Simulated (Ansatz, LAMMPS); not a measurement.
## Ga2O3 with crystalline order left by the classical run (80 atoms) under strain

Aim: relax Ga2O3 with crystalline order left by the classical run (80 atoms), then change its volume and shape to read moduli from the stress.

Method: Kohn-Sham DFT, revPBE, PAW (set soft_1), plane waves, in Ansatz 0.2.0.

## (1) Starting point

The cell holds 80 atoms: 32 Ga and 48 O. Its edges and angles: a = 9.332 Å, b = 9.332 Å, c = 9.332 Å, α = 90.0°, β = 90.0°, γ = 90.0°. 80 atoms (32 Fe, 48 O) placed at random at 4.44 g/cm³, melted at 5000 K for 10 ps at fixed volume with the Morse and Coulomb pair potential with partial charges (Pedone, Malavasi, Menziani, Cormack and Segre, J. Phys. Chem. B 110, 11780 (2006)). Quenched from 5000 K to 300 K at 20 K/ps and fixed volume, held 10 ps at zero pressure, then minimised at fixed cell. Then Fe was replaced by Ga and the cell scaled by 1.003 (the potential has no terms for the new elements, so the cell is a start for a DFT relaxation).

What the set-up can't give: The quench rate of 20 K/ps far exceeds what a furnace or splat quench reaches, so expect more defects and frozen-in strain than in a real sample. The network of bonds at the start is that of the classical potential that made the cell, and needn't be the one that DFT or experiment would give. Sampling is at Γ alone.

## (2) Single point at the start

The forces at the start show how far the geometry lies from a minimum of this functional.

Contents of input.yaml:

```yaml
crystal:
  lattice:
    - [9.33167, 0.0, 0.0]
    - [0.0, 9.33167, 0.0]
    - [0.0, 0.0, 9.33167]
  atoms:
    - { symbol: Ga, position: [0.13748, 0.86501, 0.40975] }
    - { symbol: Ga, position: [0.06631, 0.56324, 0.93424] }
    - { symbol: Ga, position: [0.85909, 0.32859, 0.43112] }
    - { symbol: Ga, position: [0.85788, 0.05538, 0.27405] }
    - { symbol: Ga, position: [0.34803, 0.57508, 0.7865] }
    - { symbol: Ga, position: [0.14426, 0.28698, 0.42766] }
    - { symbol: Ga, position: [0.50983, 0.94446, 0.92703] }
    - { symbol: Ga, position: [0.87023, 0.05849, 0.60612] }
    - { symbol: Ga, position: [0.54602, 0.82348, 0.59827] }
    - { symbol: Ga, position: [0.56055, 0.81958, 0.28296] }
    - { symbol: Ga, position: [0.10062, 0.2761, 0.77058] }
    - { symbol: Ga, position: [0.83631, 0.78104, 0.43892] }
    - { symbol: Ga, position: [0.6021, 0.5342, 0.59944] }
    - { symbol: Ga, position: [0.13323, 0.05579, 0.06399] }
    - { symbol: Ga, position: [0.59382, 0.25511, 0.09038] }
    - { symbol: Ga, position: [0.35086, 0.04762, 0.59402] }
    - { symbol: Ga, position: [0.57478, 0.23732, 0.45238] }
    - { symbol: Ga, position: [0.61097, 0.57269, 0.95112] }
    - { symbol: Ga, position: [0.83325, 0.78155, 0.77265] }
    - { symbol: Ga, position: [0.32154, 0.77722, 0.09901] }
    - { symbol: Ga, position: [0.16787, 0.88239, 0.77644] }
    - { symbol: Ga, position: [0.07029, 0.56659, 0.60478] }
    - { symbol: Ga, position: [0.33833, 0.55108, 0.43864] }
    - { symbol: Ga, position: [0.8872, 0.31664, 0.10635] }
    - { symbol: Ga, position: [0.59147, 0.52434, 0.26253] }
    - { symbol: Ga, position: [0.83676, 0.78638, 0.10678] }
    - { symbol: Ga, position: [0.78607, 0.36693, 0.7747] }
    - { symbol: Ga, position: [0.27746, 0.39624, 0.10149] }
    - { symbol: Ga, position: [0.36914, 0.06641, 0.25836] }
    - { symbol: Ga, position: [0.8469, 0.05444, 0.92847] }
    - { symbol: Ga, position: [0.41527, 0.25793, 0.79932] }
    - { symbol: Ga, position: [0.07962, 0.56724, 0.26424] }
    - { symbol: O, position: [0.99303, 0.21568, 0.27811] }
    - { symbol: O, position: [0.9427, 0.71017, 0.2718] }
    - { symbol: O, position: [0.49331, 0.19215, 0.62144] }
    - { symbol: O, position: [0.92911, 0.70387, 0.60225] }
    - { symbol: O, position: [0.20618, 0.90775, 0.5879] }
    - { symbol: O, position: [0.26987, 0.19087, 0.1152] }
    - { symbol: O, position: [0.50836, 0.43436, 0.43442] }
    - { symbol: O, position: [0.7137, 0.89446, 0.92888] }
    - { symbol: O, position: [0.2351, 0.42604, 0.60315] }
    - { symbol: O, position: [0.52494, 0.18957, 0.26699] }
    - { symbol: O, position: [0.97042, 0.94954, 0.78032] }
    - { symbol: O, position: [0.20063, 0.62675, 0.08916] }
    - { symbol: O, position: [0.42262, 0.66946, 0.27576] }
    - { symbol: O, position: [0.9164, 0.6934, 0.94312] }
    - { symbol: O, position: [0.23781, 0.9148, 0.95751] }
    - { symbol: O, position: [0.44855, 0.92178, 0.73892] }
    - { symbol: O, position: [0.0218, 0.44905, 0.10186] }
    - { symbol: O, position: [0.01152, 0.19948, 0.94967] }
    - { symbol: O, position: [0.16798, 0.66957, 0.77695] }
    - { symbol: O, position: [0.95804, 0.95866, 0.09619] }
    - { symbol: O, position: [0.27628, 0.14358, 0.42718] }
    - { symbol: O, position: [0.9614, 0.95527, 0.43532] }
    - { symbol: O, position: [0.74925, 0.39175, 0.26426] }
    - { symbol: O, position: [0.68389, 0.64186, 0.75888] }
    - { symbol: O, position: [0.51322, 0.43742, 0.783] }
    - { symbol: O, position: [0.47069, 0.93104, 0.43525] }
    - { symbol: O, position: [0.42797, 0.65132, 0.60734] }
    - { symbol: O, position: [0.51368, 0.15429, 0.9377] }
    - { symbol: O, position: [0.24703, 0.14282, 0.75927] }
    - { symbol: O, position: [0.24907, 0.4084, 0.89255] }
    - { symbol: O, position: [0.78769, 0.16826, 0.76954] }
    - { symbol: O, position: [0.67003, 0.6622, 0.13002] }
    - { symbol: O, position: [0.6564, 0.67641, 0.44007] }
    - { symbol: O, position: [0.7381, 0.89652, 0.27575] }
    - { symbol: O, position: [0.75948, 0.15157, 0.44164] }
    - { symbol: O, position: [0.97977, 0.44664, 0.77276] }
    - { symbol: O, position: [0.48582, 0.43345, 0.09471] }
    - { symbol: O, position: [0.73198, 0.89777, 0.61138] }
    - { symbol: O, position: [0.2422, 0.42358, 0.30033] }
    - { symbol: O, position: [0.768, 0.15042, 0.10091] }
    - { symbol: O, position: [0.00957, 0.22081, 0.58424] }
    - { symbol: O, position: [0.21716, 0.92037, 0.23841] }
    - { symbol: O, position: [0.4418, 0.69374, 0.93321] }
    - { symbol: O, position: [0.74468, 0.39951, 0.58213] }
    - { symbol: O, position: [0.74214, 0.40175, 0.96742] }
    - { symbol: O, position: [0.47383, 0.92188, 0.12922] }
    - { symbol: O, position: [0.17519, 0.66906, 0.43312] }
    - { symbol: O, position: [0.00065, 0.46107, 0.43326] }
kpoints:
  mp_grid: { grid: [1, 1, 1] }
hamiltonian:
  xc: revpbe
  pseudopotentials: { kind: paw, azcp: { folder: soft_1 } }
scf:
  occupations: { method: fixed }
output:
  forces: true
```

Run with:

```bash
> ansatz run input.yaml --threads 4 --pin off --max-ram 8192MiB --backend cpu --events-out ev --progress --plain --runs-dir out
```

Numbers of over 12 decimals in the logs are rounded to 6 here.

The log of the run:

```text
Engine: ansatz 0.2.0, x86_64-unknown-linux-gnu
Pseudopotentials: kind: paw
Pseudopotential: Ga, paw, valence charge 13, recommended cutoff 420 eV (normal), soft_1/Ga.paw.azcp
Pseudopotential: O, paw, valence charge 6, recommended cutoff 420 eV (normal), soft_1/O.paw.azcp
Functional definition: revPBE
  parameter kappa = 1.245
  parameter beta = 0.066725
  exchange = pbe_x(kappa = kappa, mu = beta*pi^2/3)
  correlation = pbe_c(beta = beta)
Crystal: 80 atoms, lattice volume = 812.602 Å³
Basis set: ecut = 420 eV, 15895 PW (Γ), exchange–correlation on 128×128×128 points (8 copies of the dense FFT grid, shifted against one another)
Bands: 432, of which v1, the nominal top of the filled ones, is band 352 counted from 1 (351 counted from 0)
Symmetry: 1 space group operations
Space group: P1 (ITA 1), of the structure as read, at distance tolerance 9.3e-5 Å
k-points: 1
Non-local potential: Ga, projectors of the file, l = 0: 2, l = 1: 2, l = 2: 3, l = 3: 1
Non-local potential: O, projectors of the file, l = 0: 2, l = 1: 2, l = 2: 1
PAW form: soft (Blöchl's): semilocal exchange-correlation on the pseudo side does not see the compensation charge
PAW frozen core: Ga, regenerated for the run's functional, and the local potential with it (the file was generated under x = pbe(κ = 0.804, μ = 0.219515), c = pbe(β = 0.066725))
PAW frozen core: O, regenerated for the run's functional, and the local potential with it (the file was generated under x = pbe(κ = 0.804, μ = 0.219515), c = pbe(β = 0.066725))
PAW one-centre angular grid: Ga, 590 points (default); XC on 64 Gauss nodes
PAW one-centre angular grid: O, 110 points (default); XC on 64 Gauss nodes
Initial density: superposition of atomic densities (chi_scale 0.1, normalization cell, long waves kept (reshape's long-wave potential 0.09 eV rms))
Initial wavefunctions: pseudopotential atomic-orbital guess
Functional: x = revpbe(κ = 1.245, μ = 0.219515), c = pbe(β = 0.066725)
SCF iter   1: F=—  HF=-148515.274132 eV  |F-HF|=—  |Δ(HF+E_count)|=         —  Δρ=1.26e-1  dr2=6.00e1  ethr=3.10e-3  ⟨swp⟩=4.0  Hψ=1128  notcnv=0  defer=72
preconditioner: auto → Resta (q_TF=auto, 2.664 Å⁻¹)  ε∞=4.3  [insulator: Δε(μ)=2.649 eV  Ē_g=18.895 eV  n_scr=250 (ndim 8)  ℏωp=34.6 eV  f_vac=0.002  ε∞_Penn≈4.3]
SCF iter   2: F=—  HF=-148500.368252 eV  |F-HF|=—  |Δ(HF+E_count)|=    1.49e1  Δρ=5.65e-2  dr2=1.18e1  ethr=3.10e-3  ⟨swp⟩=2.0  Hψ=799  notcnv=0  defer=72
SCF iter   3: F=—  HF=-148496.575559 eV  |F-HF|=—  |Δ(HF+E_count)|=    3.79e0  Δρ=1.64e-2  dr2=1.54e0  ethr=1.68e-3  ⟨swp⟩=3.0  Hψ=577  notcnv=0  defer=73
SCF iter   4: F=—  HF=-148496.246419 eV  |F-HF|=—  |Δ(HF+E_count)|=   3.29e-1  Δρ=4.89e-3  dr2=1.62e-1  ethr=2.19e-4  ⟨swp⟩=2.0  Hψ=667  notcnv=0  defer=77
SCF iter   5: F=—  HF=-148496.367360 eV  |F-HF|=—  |Δ(HF+E_count)|=   1.21e-1  Δρ=2.70e-3  dr2=4.45e-2  ethr=2.30e-5  ⟨swp⟩=3.0  Hψ=714  notcnv=0  defer=78
SCF iter   6: F=—  HF=-148496.404895 eV  |F-HF|=—  |Δ(HF+E_count)|=   3.75e-2  Δρ=7.72e-4  dr2=5.57e-3  ethr=6.32e-6  ⟨swp⟩=2.0  Hψ=777  notcnv=0  defer=78
SCF iter   7: F=—  HF=-148496.410116 eV  |F-HF|=—  |Δ(HF+E_count)|=   5.22e-3  Δρ=6.20e-4  dr2=2.62e-3  ethr=7.92e-7  ⟨swp⟩=2.0  Hψ=714  notcnv=0  defer=78
SCF iter   8: F=—  HF=-148496.410049 eV  |F-HF|=—  |Δ(HF+E_count)|=   6.70e-5  Δρ=8.95e-5  dr2=7.73e-5  ethr=3.72e-7  ⟨swp⟩=2.0  Hψ=704  notcnv=0  defer=74
SCF iter   9: F=—  HF=-148496.411459 eV  |F-HF|=—  |Δ(HF+E_count)|=   1.41e-3  Δρ=7.53e-5  dr2=3.74e-5  ethr=1.10e-8  ⟨swp⟩=2.0  Hψ=712  notcnv=0  defer=72
SCF iter  10: F=—  HF=-148496.411459 eV  |F-HF|=—  |Δ(HF+E_count)|=   5.71e-7  Δρ=1.75e-5  dr2=2.35e-6  ethr=5.31e-9  ⟨swp⟩=2.0  Hψ=712  notcnv=0  defer=72
SCF iter  11: F=—  HF=-148496.411464 eV  |F-HF|=—  |Δ(HF+E_count)|=   4.31e-6  Δρ=8.19e-6  dr2=4.95e-7  ethr=3.34e-10  ⟨swp⟩=2.0  Hψ=712  notcnv=0  defer=72
SCF iter  12: F=—  HF=-148496.411464 eV  |F-HF|=—  |Δ(HF+E_count)|=   3.06e-7  Δρ=6.79e-6  dr2=2.95e-7  ethr=7.03e-11  ⟨swp⟩=2.0  Hψ=712  notcnv=0  defer=72
SCF iter  13: F=-148496.411464 eV  HF=-148496.411464 eV  |F-HF|=1.11e-8  |Δ(HF+E_count)|=   3.78e-9  Δρ=1.23e-6  dr2=1.27e-8  ethr=1.42e-11  ⟨swp⟩=2.0  Hψ=1467  notcnv=0
SCF 1 converged in 13 iterations: F = -148496.411464 eV  dr2 = 1.27e-8
  greatest PAW one-centre occupation: 0.998 electrons in one spin orbital (limit 2), on the Ga atom at site 12 (counted from 0), in its partial waves of l = 2
SCF converged after 13 iterations
Free energy (F): -148496.411464 eV
Harris-Foulkes:  -148496.411464 eV  (|F-HF|=1.11e-8)
Internal energy: -148496.411464 eV  (E = F + TS)
E sigma→0 (E₀):  -148496.411464 eV
Fermi energy:    8.854817 eV
--- Per-component energies (eV) ---
  E_band       = -401.702294
  E_kinetic    = 11733.979942
  E_local      = -54385.217928  (includes V_loc(G=0)·N_el)
  E_nonlocal   = -284.345323
  E_hartree    = 32153.934888
  E_xc         = -5431.866828
  E_vxc        = -6137.228330  (∫ρ·V_xc dr)
  E_paw        = -72050.897027  (= ΣΔE_a)
  E_vpaw       = -15636.795823  (= ΣTr[D̂ρ^β])
  E_aug_tail   = 0.030419  (compensation charges beyond the density's cutoff)
  E_ewald      = -60228.427103
  E_core_change = -3.602505  (= ΣΔE_core)
  E_smearing   = -0.000000  (= −TS)
  E_closure    = 0.000000  (closes the sum)
  Σ components = -148496.411464   (vs F -148496.411464, Δ=0.00e0)
--- Forces (eV/Å), atoms counted from 1 ---
  atom   1  Ga     0.09791365    -0.01581760     0.01460677
  atom   2  Ga    -0.33269318     0.24917194     0.17789577
  atom   3  Ga    -0.01851323     0.20877444    -0.60046568
  atom   4  Ga     0.76460665     0.62786030    -0.14447485
  atom   5  Ga     0.31702893    -0.24960979     0.18728551
  atom   6  Ga    -0.35464712     0.09094282     0.42989727
  atom   7  Ga     0.85761034     0.21634830    -0.48285878
  atom   8  Ga     0.19863630     0.55260933     0.59134918
  atom   9  Ga     0.17089481     0.18132714    -0.62537875
  atom  10  Ga    -0.63240764    -0.53009592     0.93188863
  atom  11  Ga    -0.41566563     0.01719777    -0.08718976
  atom  12  Ga    -0.15378037    -0.62465162     0.20163516
  atom  13  Ga     0.12892090     0.47146535     0.03176277
  atom  14  Ga    -0.34763571     0.45008181    -0.34398380
[...]
atom  79  O     -0.49603397     0.05820089    -0.12780877
  atom  80  O      0.67976421     0.22851277    -0.13538780
  max |Σ_I F_I| component: 1.07e-5 eV/Å
```

Run time: 19 s. Hardware: 4 threads of Intel Xeon Platinum 8488C (Sapphire Rapids), shared host; peak memory 1.3 GiB.

The r.m.s. force at the start is 0.36 eV/Å.

## (3) Cell and atoms relaxed

The cell is relaxed with the atoms, since the starting lattice needn't suit this functional.

Contents of input.yaml:

```yaml
crystal:
  lattice:
    - [9.33167, 0.0, 0.0]
    - [0.0, 9.33167, 0.0]
    - [0.0, 0.0, 9.33167]
  atoms:
    [... the 80 atom lines of step 2 ...]
kpoints:
  mp_grid: { grid: [1, 1, 1] }
hamiltonian:
  xc: revpbe
  pseudopotentials: { kind: paw, azcp: { folder: soft_1 } }
scf:
  occupations: { method: fixed }
output:
  forces: true
relax:
  f_tol: 0.05
  max_steps: 150
  cell: {}
```

The log of the run:

```text
[...]
Crystal: 80 atoms, lattice volume = 812.602 Å³
Basis set: ecut = 420 eV, 15895 PW (Γ), exchange–correlation on 128×128×128 points (8 copies of the dense FFT grid, shifted against one another)
Bands: 432, of which v1, the nominal top of the filled ones, is band 352 counted from 1 (351 counted from 0)
Symmetry: 1 space group operations
[...]
k-points: 1
[...]
SCF iter   1: F=—  HF=-148515.274132 eV  |F-HF|=—  |Δ(HF+E_count)|=         —  Δρ=1.26e-1  dr2=6.00e1  ethr=3.10e-3  ⟨swp⟩=4.0  Hψ=1128  notcnv=0  defer=72
[...]
SCF iter  12: F=—  HF=-148496.411464 eV  |F-HF|=—  |Δ(HF+E_count)|=   3.06e-7  Δρ=6.79e-6  dr2=2.95e-7  ethr=7.03e-11  ⟨swp⟩=2.0  Hψ=712  notcnv=0  defer=72
SCF iter  13: F=-148496.411464 eV  HF=-148496.411464 eV  |F-HF|=1.11e-8  |Δ(HF+E_count)|=   3.67e-9  Δρ=1.23e-6  dr2=1.27e-8  ethr=1.42e-11  ⟨swp⟩=2.0  Hψ=1467  notcnv=0
SCF 1 converged in 13 iterations: F = -148496.411464 eV  dr2 = 1.27e-8
[...]
relax step   1: F+E_penalty+E_count = -148496.41146410 eV  Δ(F+E_penalty+E_count) = +0.000e0 eV  max|allowed force component| = 1.175e0 eV/Å  Δτ_max = 0.0000 Å  P = +10.062 GPa  Ω = 812.602 Å³  (13 SCF iters, dr2 threshold 1.00e-7 eV, accepted)
[... from here on, the SCF cycles and remarks between the steps are left out ...]
relax step   2: F+E_penalty+E_count = -148499.00103057 eV  Δ(F+E_penalty+E_count) = -2.590e0 eV  max|allowed force component| = 7.626e-1 eV/Å  Δτ_max = 0.1131 Å  P = +3.378 GPa  Ω = 844.241 Å³  energy of the carried Pulay correction = -8.411e-2 eV  (8 SCF iters, dr2 threshold 8.00e-6 eV, accepted)
relax step   3: F+E_penalty+E_count = -148499.98375036 eV  Δ(F+E_penalty+E_count) = -9.827e-1 eV  max|allowed force component| = 4.961e-1 eV/Å  Δτ_max = 0.1137 Å  P = -0.860 GPa  Ω = 868.337 Å³  energy of the carried Pulay correction = -1.461e-1 eV  (8 SCF iters, dr2 threshold 8.00e-6 eV, accepted)
relax step   4: F+E_penalty+E_count = -148500.80273494 eV  Δ(F+E_penalty+E_count) = -8.190e-1 eV  max|allowed force component| = 2.184e-1 eV/Å  Δτ_max = 0.2000 Å  P = -0.251 GPa  Ω = 873.268 Å³  energy of the carried Pulay correction = -1.585e-1 eV  (8 SCF iters, dr2 threshold 8.00e-6 eV, accepted)
relax step   5: F+E_penalty+E_count = -148501.12499199 eV  Δ(F+E_penalty+E_count) = -3.223e-1 eV  max|allowed force component| = 1.443e-1 eV/Å  Δτ_max = 0.2000 Å  P = +0.147 GPa  Ω = 877.261 Å³  energy of the carried Pulay correction = -1.685e-1 eV  (9 SCF iters, dr2 threshold 2.98e-6 eV, accepted)
relax step   6: F+E_penalty+E_count = -148501.18730984 eV  Δ(F+E_penalty+E_count) = -6.232e-2 eV  max|allowed force component| = 1.549e-1 eV/Å  Δτ_max = 0.1667 Å  P = +0.031 GPa  Ω = 880.982 Å³  energy of the carried Pulay correction = -1.779e-1 eV  (9 SCF iters, dr2 threshold 1.30e-6 eV, accepted)
relax step   7: F+E_penalty+E_count = -148501.18849465 eV  Δ(F+E_penalty+E_count) = -1.185e-3 eV  max|allowed force component| = 5.005e-2 eV/Å  Δτ_max = 0.1336 Å  P = -0.007 GPa  Ω = 881.719 Å³  energy of the carried Pulay correction = -1.797e-1 eV  (9 SCF iters, dr2 threshold 1.50e-6 eV, accepted)
relax step   8: F+E_penalty+E_count = -148501.19708861 eV  Δ(F+E_penalty+E_count) = -8.594e-3 eV  max|allowed force component| = 1.953e-2 eV/Å  Δτ_max = 0.0808 Å  P = -0.001 GPa  Ω = 881.258 Å³  energy of the carried Pulay correction = -1.785e-1 eV  (9 SCF iters, dr2 threshold 1.57e-7 eV, accepted)
relax step   9: F+E_penalty+E_count = -148501.54610139 eV  Δ(F+E_penalty+E_count) = -3.490e-1 eV  max|allowed force component| = 1.810e-2 eV/Å  Δτ_max = 0.0000 Å  P = +0.610 GPa  Ω = 881.258 Å³  stress off target by 9.12e-1 GPa  SCF on the basis re-selected at this cell (its energy is not comparable with the rows above)  (10 SCF iters)
relax step  10: F+E_penalty+E_count = -148501.55210855 eV  Δ(F+E_penalty+E_count) = -6.007e-3 eV  max|allowed force component| = 3.539e-2 eV/Å  Δτ_max = 0.0335 Å  P = +0.111 GPa  Ω = 885.184 Å³  energy of the carried Pulay correction = -1.033e-2 eV  (7 SCF iters, dr2 threshold 2.08e-6 eV, accepted)
relax step  11: F+E_penalty+E_count = -148501.55209326 eV  Δ(F+E_penalty+E_count) = +1.528e-5 eV  max|allowed force component| = 8.483e-3 eV/Å  Δτ_max = 0.0195 Å  P = +0.015 GPa  Ω = 885.671 Å³  energy of the carried Pulay correction = -1.165e-2 eV  (8 SCF iters, dr2 threshold 6.14e-8 eV, accepted)
relax step  12: F+E_penalty+E_count = -148501.56385506 eV  Δ(F+E_penalty+E_count) = -1.176e-2 eV  max|allowed force component| = 8.438e-3 eV/Å  Δτ_max = 0.0000 Å  P = +0.019 GPa  Ω = 885.671 Å³  stress off target by 5.65e-2 GPa  SCF on the basis re-selected at this cell (its energy is not comparable with the rows above)  (6 SCF iters)
relax step  13: F+E_penalty+E_count = -148501.56357225 eV  Δ(F+E_penalty+E_count) = +2.828e-4 eV  max|allowed force component| = 6.143e-3 eV/Å  Δτ_max = 0.0103 Å  P = +0.002 GPa  Ω = 885.876 Å³  energy of the carried Pulay correction = -5.263e-4 eV  (9 SCF iters, dr2 threshold 7.99e-9 eV, accepted)
relax step  14: F+E_penalty+E_count = -148501.56488491 eV  Δ(F+E_penalty+E_count) = -1.313e-3 eV  max|allowed force component| = 6.136e-3 eV/Å  Δτ_max = 0.0000 Å  P = +0.002 GPa  Ω = 885.876 Å³  stress off target by 1.62e-2 GPa  SCF on the basis re-selected at this cell (its energy is not comparable with the rows above)  (4 SCF iters)
[...]
SCF converged after 4 iterations
Free energy (F): -148501.564885 eV
[...]
Internal energy: -148501.564885 eV  (E = F + TS)
E sigma→0 (E₀):  -148501.564885 eV
Fermi energy:    7.611357 eV
[...]
Σ components = -148501.564885   (vs F -148501.564885, Δ=0.00e0)
--- Forces (eV/Å), atoms counted from 1 ---
  atom   1  Ga     0.00213991     0.00070884     0.00274391
  atom   2  Ga     0.00124154     0.00057329     0.00088362
  atom   3  Ga    -0.00316469    -0.00259028    -0.00118616
  atom   4  Ga    -0.00389392     0.00011887     0.00005460
[...]
atom  80  O     -0.00206094    -0.00056042     0.00241131
  max |Σ_I F_I| component: 1.31e-5 eV/Å
--- Stress (GPa, compression-positive) ---
       -0.006301      -0.001286      -0.002977
       -0.001286      -0.002856      -0.001743
       -0.002977      -0.001743       0.015683
  P = ⅓ Tr σ = 0.0022 GPa (0.022 kbar)
--- Relaxed structure (11 steps of the walk, 11 accepted, 3 SCFs on fresh bases) ---
  F+E_penalty+E_count = -148501.56488491 eV   max|allowed force component| = 6.136e-3 eV/Å   (the final SCF, on the basis selected at the relaxed cell)
  cell:  # Å, volume = 885.8761 Å³
    - [9.907938, 0.054765, -0.058232]
    - [0.054765, 9.720729, 0.108877]
    - [-0.058232, 0.108877, 9.199801]
  atoms:
    - { symbol: Ga, position: [0.133584, 0.874258, 0.417878] }
    - { symbol: Ga, position: [0.064152, 0.570317, 0.943486] }
    - { symbol: Ga, position: [0.855016, 0.340930, 0.434747] }
    - { symbol: Ga, position: [0.859178, 0.055702, 0.273028] }
[...]
- { symbol: O, position: [0.0097284, 0.454371, 0.437991] }
```

Elapsed: 1.8 min, on 4 threads; peak memory 1.3 GiB; 6.4 min of CPU time.

The relaxation converged after 11 steps, with a largest force component of 0.0061 eV/Å.

(Part 1 of 3 ends here.)

[Logs are printed without paths, hosts, clocks, repeated set-up lines and the standing remarks that a program may print on its own settings, such as how far it seeks lower states.]

[Hosts, paths, dates, database ids (printed as entryN), source tags and the programs' standing remarks are cut or masked in the printed files.]
